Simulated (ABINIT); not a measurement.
## BN (F-43m): how ε∞ follows the gap

The empty bands of BN (F-43m) are shifted up rigidly by Δ, and ε∞ is computed for each shift.

It takes space group F-43m (No. 216, cubic). The conventional cell has a = 3.615 Å, b = 3.615 Å, c = 3.615 Å, α = 90.00°, β = 90.00°, γ = 90.00°. N on site c is surrounded by 4 B at 1.57 Å. Around B on site a lie 4 N at 1.57 Å.

Method: ABINIT 10.8.3, LDA, independent particles, k-mesh 16×16×16, Lorentzian half width 0.04 eV.

Launch of the response step: `optic optic.abi`. The series took 51 s in all, its band step included, on 4 threads of AMD EPYC (Zen 3) (shared host).

| Δ (eV) | ε∞ |
| --- | --- |
| 0.00 | ? |
| 0.40 | 4.521 |
| 0.80 | 4.416 |
| 1.20 | 4.318 |
| 1.60 | 4.226 |
| 2.00 | 4.138 |

With one effective transition at E₀ and fixed dipole strength, ε∞ − 1 = A/(E₀ + Δ), so 1/(ε∞ − 1) is linear in Δ.

Working, on the rows shown:

| x = Δ (eV) | y = 1/(ε∞ − 1) |
| --- | --- |
| 0.4 | 0.28401 |
| 0.8 | 0.29274 |
| 1.2 | 0.301386 |
| 1.6 | 0.309981 |
| 2 | 0.318674 |

Means: x̄ = 1.2, ȳ = 0.30136. Σ(x − x̄)(y − ȳ) = 0.03463, Σ(x − x̄)² = 1.6. Slope = 0.03463 / 1.6 = 0.02164; intercept = ȳ − slope · x̄ = 0.27539. Turned back into ε∞, the line misses the rows shown by at most 0.00045.

Q: Fill in the last column of the withheld row.

A: At x = 0 the line gives y = 0.27539, that is 4.631. The run gave 4.632, so the extrapolation is off by 0.00075, 0.2 % of the range in the table.

Refitted with all rows, the slope is 0.02166 and the intercept 0.27536. These give E₀ = intercept/slope = 12.7 eV. Over the first step ε∞ falls by 6 % per eV. Excitons are left out and so are local fields; LDA gaps are as a rule too small. The values come from a sum over the points of one k-mesh and carry its error, which grows as the direct gap shrinks.
